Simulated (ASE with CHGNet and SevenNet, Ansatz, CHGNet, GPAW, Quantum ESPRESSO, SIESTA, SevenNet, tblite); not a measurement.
# Amorphous Si0.9Ge0.1 (71 atoms) in machine-learned potentials

Wanted: machine-learned potentials inputs and outputs for amorphous Si0.9Ge0.1 (71 atoms), checked against a plane-wave reference.

Calculated with ASE with CHGNet and SevenNet; the method is named at each step.

## (1) Set-up

The cell holds 71 atoms: 64 Si and 7 Ge. Cell: a = 11.462 Å, b = 11.462 Å, c = 11.462 Å, α = 90.0°, β = 90.0°, γ = 90.0°. 71 atoms (64 Si, 7 Ge) placed at random at 2.54 g/cm³, melted at 3500 K for 10 ps at fixed volume with the Tersoff potential (Tersoff, Phys. Rev. B 39, 5566 (1989)). Quenched from 3500 K to 300 K at 100 K/ps and fixed volume, held 5 ps. Then every atom was moved at random, 0.02 Å r.m.s. a Cartesian component.

The yardstick, on the same geometry:

| Quantity | Value |
| --- | --- |
| method | Kohn-Sham DFT, PBE, SSSP efficiency 1.3.0 pseudopotentials, plane waves (Quantum ESPRESSO 7.5); sssp-pbe-1.3.0-efficiency, cutoffs 45/360 Ry, Γ point |
| r.m.s. force component | 0.501 eV/Å |
| longest force | 2.101 eV/Å |
| pressure | -1.47 GPa |
| time | 2.1 min on 4 MPI ranks of Arm Neoverse V2, shared host |
| CPU time | 8.4 min |

## (2) CHGNet r2SCAN potential

Method: machine-learned interatomic potential CHGNet r2SCAN, trained on r2SCAN plane-wave data.

Contents of run.py:

```python
import numpy as np
from ase.io import read
import mlip  # loads the published weights by name

atoms = read("structure.xyz")
atoms.calc = mlip.calc("chgnet-r2scan")
energy = atoms.get_potential_energy()
forces = atoms.get_forces()
print(f"energy {energy:.6f} eV")
print("forces (eV/A)")
for i, (a, f) in enumerate(zip(atoms, forces)):
    print(f"{i:4d} {a.symbol:2s} {f[0]:10.5f} {f[1]:10.5f} {f[2]:10.5f}")
stress = -atoms.get_stress(voigt=False) * 160.21766
print("stress (GPa, compression positive)")
for row in stress:
    print(" ".join(f"{x:10.4f}" for x in row))
```

Contents of structure.xyz:

```xyz
71
Lattice="11.46160 0.00000 0.00000 0.00000 11.46160 0.00000 0.00000 0.00000 11.46160" Properties=species:S:1:pos:R:3 pbc="T T T"
Si 0.26419 7.62483 10.10707
Si 5.58879 8.71953 5.85183
Si 0.77973 3.85545 2.55869
Si 6.87719 6.43855 10.51304
Si 8.54611 6.25746 5.95396
Si 5.73791 9.08011 1.34869
Si 6.72326 11.14297 0.46844
Si 3.71883 7.12224 5.56403
Si 3.05406 5.48587 0.00115
Si 5.60232 5.83991 3.02838
Si 10.33401 10.57035 7.41600
Si 2.87308 2.75182 2.78333
Si 2.25851 1.10799 1.03200
Si 0.57572 1.52863 4.98568
Si 7.93899 2.76396 10.68634
Si 9.32779 9.56264 1.94377
Si 4.95416 2.43914 5.78180
Si 6.60303 5.09067 5.06121
Si 1.48439 10.78399 4.79141
Si 5.83522 2.93085 0.22385
Si 10.90823 1.43041 7.13038
Si 1.34720 10.74216 9.39977
Si 0.53938 2.35822 11.25770
Si 9.80276 1.87638 0.48070
Si 3.34243 6.92235 3.24845
Si 3.85752 4.10348 8.51562
Si 9.13008 10.99706 0.05834
Si 7.01140 6.94252 1.47717
Si 10.39177 7.12121 4.39678
Si 3.67505 10.66215 3.64685
Si 4.58968 1.35063 3.52490
Si 1.07051 5.94421 3.80491
Si 4.63255 4.85594 6.28313
Si 5.83281 9.69984 3.77121
Si 0.88346 4.67920 0.34786
Si 5.39165 1.07143 7.73681
Si 8.69099 5.02385 10.34432
Si 10.48519 6.11878 0.07164
Si 1.01871 1.75958 8.99472
Si 8.69110 10.88050 9.14361
Si 9.21215 5.02190 7.97911
Si 8.26290 1.59935 3.72353
Si 5.03795 4.85124 10.32037
Si 0.40505 7.07742 6.44222
Si 6.42893 1.42376 2.17598
Si 1.98148 5.20425 5.97952
Si 5.25434 8.48376 10.43567
Si 4.36469 0.79337 11.17873
Si 0.64231 9.03415 7.94220
Si 7.66242 8.18851 6.77507
Si 3.31424 8.93902 1.94423
Si 9.35324 7.04556 2.03111
Si 2.58872 2.93807 5.29090
Si 1.30616 10.35475 1.77105
Si 1.49620 4.14165 8.38061
Si 7.69085 1.36473 8.56629
[... 11 atom lines left out ...]
Ge 3.53499 10.10902 9.86282
Ge 10.48381 2.12555 2.96500
Ge 4.37157 4.22738 1.72944
Ge 8.14691 10.59579 3.90520
```

On the command line:

```sh
OMP_NUM_THREADS=1 python run.py > output.txt
```

Log:

```text
CHGNet vr2scan initialized with 412,525 parameters
CHGNet will run on cpu
energy -636.256653 eV
forces (eV/A)
   0 Si   -0.06128    0.00593    0.06823
   1 Si   -0.46120   -0.06167    0.30994
   2 Si    0.06704    0.73311    0.27638
   3 Si   -0.29763    0.26726    0.40726
   4 Si   -0.23483   -0.20026    0.01956
   5 Si    0.26140   -0.06729    0.03862
   6 Si   -0.47441   -0.10446    0.53047
   7 Si    0.09262    0.46635    0.16344
   8 Si    0.29554    0.17544    0.29664
   9 Si   -0.24946   -0.08952   -0.35188
  10 Si   -0.16742    0.01033   -0.06936
  11 Si   -0.19361   -0.09678   -0.07962
  12 Si   -0.08320   -0.04540    0.22321
  13 Si    0.26749   -0.24396    0.57262
  14 Si    0.32657    0.01334   -0.04661
  15 Si    0.13445   -0.30947    0.32289
  16 Si    0.40097   -0.53150   -0.35198
  17 Si    0.61445   -0.26087   -0.00715
  18 Si    0.54214   -0.48875   -0.10790
  19 Si   -0.16671   -0.36225    0.14068
  20 Si    0.47284   -0.08566   -0.31054
  21 Si   -0.48150    0.14956    0.04164
  22 Si    0.07371   -0.19791   -0.31684
  23 Si   -0.08734   -0.61458   -0.25599
[...]
63 Si   -0.15506    0.39922   -0.13931
  64 Ge    0.50865   -0.03858   -0.37218
  65 Ge    0.04171   -0.34845   -0.12115
  66 Ge    0.09621   -0.05261    0.28745
  67 Ge    0.70782   -0.04996    0.11443
  68 Ge    0.05161    0.04277    0.18088
  69 Ge    0.16351    0.44153   -0.01568
  70 Ge    0.18099   -0.05862   -0.00986
stress (GPa, compression positive)
   -4.1341    -0.1035    -0.2680
   -0.1035    -3.2027    -0.1486
   -0.2680    -0.1486    -2.9703
```

Wall time 3.8 s (1 thread of Arm Neoverse V2, shared host); peak memory 0.68 GiB.

Banners, paths, timers and routine set-up lines are dropped from the logs unmarked, and long logs keep their key lines alone; longer cuts are marked.

Against the reference:

```yaml
r_m_s_force_component: 0.3155 eV/Å
r_m_s_difference_of_force_components: 314.5 meV/Å
longest_difference_of_force_vectors: 995.3 meV/Å
force_difference_over_r_m_s_force: 62.77 %
slope_of_forces_against_the_reference_s: 0.5013
correlation_of_force_components: 0.796
pressure: -3.436 GPa
pressure_difference: -1.966 GPa
```

Length of the force difference by element (eV/Å):

```tsv
element	atoms	mean	most
Ge	7	0.44	0.69
Si	64	0.52	1.00
```

A closer look about Si40, which bears the longest force: 10 atoms, nearest first, numbered in the order of the input, with positions taken from that point.

```tsv
atom	x	y	z	distance (Å)	bonds	Fx	Fy	Fz (eV/Å)
Si40	0.00	0.00	0.00	0.00	4	-0.07	-1.39	0.25
Si56	-1.00	1.95	-0.58	2.26	4	-0.77	0.71	0.70
Si11	1.64	-0.31	-1.73	2.40	4	-0.17	0.01	-0.07
Si27	0.44	0.12	2.38	2.42	5	0.39	0.41	-0.01
Si64	-1.20	-2.29	0.01	2.58	4	-0.16	0.40	-0.14
Si7	-1.97	0.26	2.79	3.42	4	-0.47	-0.10	0.53
Ge67	2.70	-0.91	2.08	3.53	4	0.10	-0.05	0.29
Si21	2.22	2.01	-2.01	3.61	4	0.47	-0.09	-0.31
Si50	-1.03	-2.69	-2.37	3.73	4	0.06	0.08	0.23
Si15	-0.75	3.35	1.54	3.76	4	0.33	0.01	-0.05
```

Atoms are counted from 1 here, from 0 in the log.

Forces lie 63 % from the reference's, at 0.0069 times its CPU time (on 1 against 4 cores).

## (3) SevenNet l3i5 potential

Method: machine-learned interatomic potential SevenNet l3i5, trained on PBE(+U) plane-wave data.

Edit run.py of step 2 so:

```diff
@@ -5,3 +5,3 @@
 atoms = read("structure.xyz")
-atoms.calc = mlip.calc("chgnet-r2scan")
+atoms.calc = mlip.calc("7net-l3i5")
 energy = atoms.get_potential_energy()
```

structure.xyz is that of step 2.

Log:

```text
energy -354.989136 eV
forces (eV/A)
   0 Si    0.07997    0.28682   -0.03020
   1 Si   -0.36172   -0.20084    0.34661
   2 Si   -0.24303    0.74148    0.27294
   3 Si   -0.62705   -0.01216    0.56407
   4 Si   -0.03492   -0.71351    0.01395
   5 Si    0.15292   -0.26080    0.06081
   6 Si   -0.65787    0.19290    0.38866
   7 Si   -0.05616    0.57574    0.33816
   8 Si    0.33314    0.11520    0.23694
   9 Si   -0.08189    0.06890   -0.00214
  10 Si   -0.09481   -0.06266   -0.02853
  11 Si   -0.56219   -0.47196    0.20959
  12 Si   -0.11479    0.01265    0.27987
  13 Si    0.30877   -0.10653    0.47872
  14 Si    0.39616   -0.07444   -0.09978
  15 Si    0.25953   -0.31703    0.79863
  16 Si    0.32936   -0.63613   -0.17122
  17 Si    0.81616   -0.10202   -0.00797
  18 Si    0.42415   -0.61157   -0.09397
  19 Si   -0.39235   -0.64232    0.10824
  20 Si    0.45109   -0.11358   -0.29072
  21 Si   -0.73672    0.60497   -0.18285
  22 Si    0.21018   -0.01430   -0.35526
  23 Si   -0.11144   -0.91514    0.15706
[...]
63 Si   -0.39031    0.30430    0.05683
  64 Ge    0.74642   -0.24579   -0.17849
  65 Ge   -0.02367   -0.12245   -0.06519
  66 Ge    0.37078   -0.48431   -0.07010
  67 Ge    0.75631    0.48497    0.24679
  68 Ge    0.34076    0.01008   -0.27347
  69 Ge    0.07506    0.32548   -0.25038
  70 Ge   -0.10340   -0.21111   -0.10866
stress (GPa, compression positive)
   -2.6847    -0.5333    -0.3782
   -0.5333    -1.7567    -0.0894
   -0.3782    -0.0894    -2.0994
```

Wall time 8.8 s (1 thread); peak memory 1 GiB.

Against the reference:

```yaml
r_m_s_force_component: 0.394 eV/Å
r_m_s_difference_of_force_components: 210.7 meV/Å
longest_difference_of_force_vectors: 791.9 meV/Å
force_difference_over_r_m_s_force: 42.06 %
slope_of_forces_against_the_reference_s: 0.7208
correlation_of_force_components: 0.9165
pressure: -2.18 GPa
pressure_difference: -0.7106 GPa
```

Against the first run (63 %), the force difference from the reference is 42 %, at 2.4 times the CPU time.

## (4) CHGNet 0.3.0 potential

Method: machine-learned interatomic potential CHGNet 0.3.0, trained on PBE(+U) plane-wave data.

Edit run.py of step 3 so:

```diff
@@ -5,3 +5,3 @@
 atoms = read("structure.xyz")
-atoms.calc = mlip.calc("7net-l3i5")
+atoms.calc = mlip.calc("chgnet-0.3.0")
 energy = atoms.get_potential_energy()
```

structure.xyz is that of step 3.

Log:

```text
CHGNet v0.3.0 initialized with 412,525 parameters
CHGNet will run on cpu
energy -356.959290 eV
forces (eV/A)
   0 Si    0.04929   -0.01453   -0.04560
   1 Si   -0.31532   -0.18815    0.27046
   2 Si   -0.01451    0.60130    0.22970
   3 Si   -0.28677    0.10248    0.36994
   4 Si   -0.17652   -0.55479    0.07139
   5 Si    0.23743   -0.07859    0.01695
   6 Si   -0.35548   -0.02431    0.37195
   7 Si    0.02253    0.23682    0.12192
   8 Si    0.25106   -0.01338    0.20719
   9 Si   -0.16831    0.12376   -0.18784
  10 Si   -0.09440   -0.00214   -0.03564
  11 Si   -0.44571   -0.25762    0.06218
  12 Si   -0.05160   -0.01915    0.08220
  13 Si    0.15925   -0.16661    0.37074
  14 Si    0.39500   -0.00088   -0.04480
  15 Si    0.13606   -0.31925    0.35900
  16 Si    0.16341   -0.37164   -0.19097
  17 Si    0.61082   -0.10626   -0.11067
  18 Si    0.30944   -0.26814   -0.04953
  19 Si   -0.18031   -0.35504    0.04151
  20 Si    0.30007   -0.08220   -0.25938
  21 Si   -0.48217    0.43208   -0.03034
  22 Si    0.08673   -0.16639   -0.19203
  23 Si   -0.17939   -0.39565   -0.12679
[...]
63 Si   -0.13906    0.28803   -0.13134
  64 Ge    0.50516   -0.00368   -0.29800
  65 Ge   -0.07273   -0.06983   -0.20167
  66 Ge   -0.00534   -0.16124    0.09835
  67 Ge    0.69251    0.11516    0.27255
  68 Ge    0.15982    0.01838    0.09801
  69 Ge    0.20615    0.33635    0.01100
  70 Ge    0.09279    0.02116   -0.08761
stress (GPa, compression positive)
   -2.1230    -0.1749    -0.2739
   -0.1749    -1.4802    -0.0673
   -0.2739    -0.0673    -1.4769
```

Elapsed: 3.1 s, on 1 thread; peak memory 0.69 GiB.

Against the reference:

| Quantity | Value |
| --- | --- |
| r.m.s. force component | 0.2702 eV/Å |
| r.m.s. difference of force components | 301.5 meV/Å |
| longest difference of force vectors | 1199 meV/Å |
| force difference over r.m.s. force | 60.18 % |
| slope of forces against the reference's | 0.4644 |
| correlation of force components | 0.8609 |
| pressure | -1.693 GPa |
| pressure difference | -0.2237 GPa |

Against the first run (63 %), the force difference from the reference is 60 %, at 0.87 times the CPU time.

## (5) Side by side

Differences are against the plane-wave reference, forces as r.m.s. over components; share is that over the reference's r.m.s. force, slope the least-squares factor from reference forces to these. Total energies of different programs have different zeros and aren't compared.

```tsv
run	Δ force, r.m.s. (meV/Å)	share (%)	slope	Δ pressure (GPa)	cores	CPU time	memory (GiB)
reference	-	-	-	-	4	8.4 min	4.2
CHGNet r2SCAN potential	314	62.8	0.501	-1.97	1	3.5 s	0.68
SevenNet l3i5 potential	211	42.1	0.721	-0.711	1	8.5 s	1.0
CHGNet 0.3.0 potential	302	60.2	0.464	-0.224	1	3.1 s	0.69
```

Times of the machine-learned potentials are mostly Python's start and the loading of weights.

CPU time is summed over cores on a shared host, where runs went side by side, so it is rough. Symmetry, cutoffs, thresholds, outputs and thread counts weren't matched or tuned between programs; memory under MPI is the largest rank's times the ranks.

A second geometry, displaced anew (every atom was moved at random, 0.06 Å r.m.s. a Cartesian component), gives an energy difference that all programs can be tested on. The reference puts it at 36.41 meV/atom.

```tsv
run	energy less the first geometry's (meV/atom)	error (meV/atom)	force share at the second geometry (%)
CHGNet r2SCAN potential	25.34	-11.1	48.3
SevenNet l3i5 potential	30.05	-6.36	28.2
CHGNet 0.3.0 potential	25.50	-10.9	40.3
```

## (6) What came out

| Item | Value |
| --- | --- |
| nearest in forces | SevenNet l3i5 potential, 42 % |
| its CPU time | 8.5 s |

What this shows: Machine-learned potentials differ by 42 % (SevenNet l3i5 potential) to 63 % (CHGNet r2SCAN potential); they were trained on other programs' data, some at another functional. Among those trained on PBE data the slope goes as low as 0.46, with a correlation of 0.86, so directions differ as well as sizes. The energy difference between the two geometries, 36.4 meV/atom in the reference, is met best by SevenNet l3i5 potential (-6.36) and worst by CHGNet r2SCAN potential (-11.1) and CHGNet 0.3.0 potential (-10.9). The reference's pressure holds the uncorrected Pulay stress of its 45 Ry basis, so small pressure differences, and their order, may be the reference's own error. Machine-learned potentials mimic data converged in k, so the reference's own k-point error enters their differences. The quench rate of 100 K/ps is many orders above laboratory rates, so the cell is likely richer in defects and strain than a real sample. The network of bonds at the start is that of the classical potential that made the cell, and needn't be the one that DFT or experiment would give. The electronic-structure runs sample only Γ, in a cell whose shortest periodic width is 11 Å, which is coarse for a cell with partly filled levels.

[Also dropped from logs without a mark: logging warnings of Python, and SIESTA's first energy breakdown and zero terms.]

[Logs are printed without paths, hosts, clocks, repeated set-up lines and the standing remarks that a program may print on its own settings, such as how far it seeks lower states.]

[Hosts, paths, dates, database ids (printed as entryN), source tags and the programs' standing remarks are cut or masked in the printed files.]
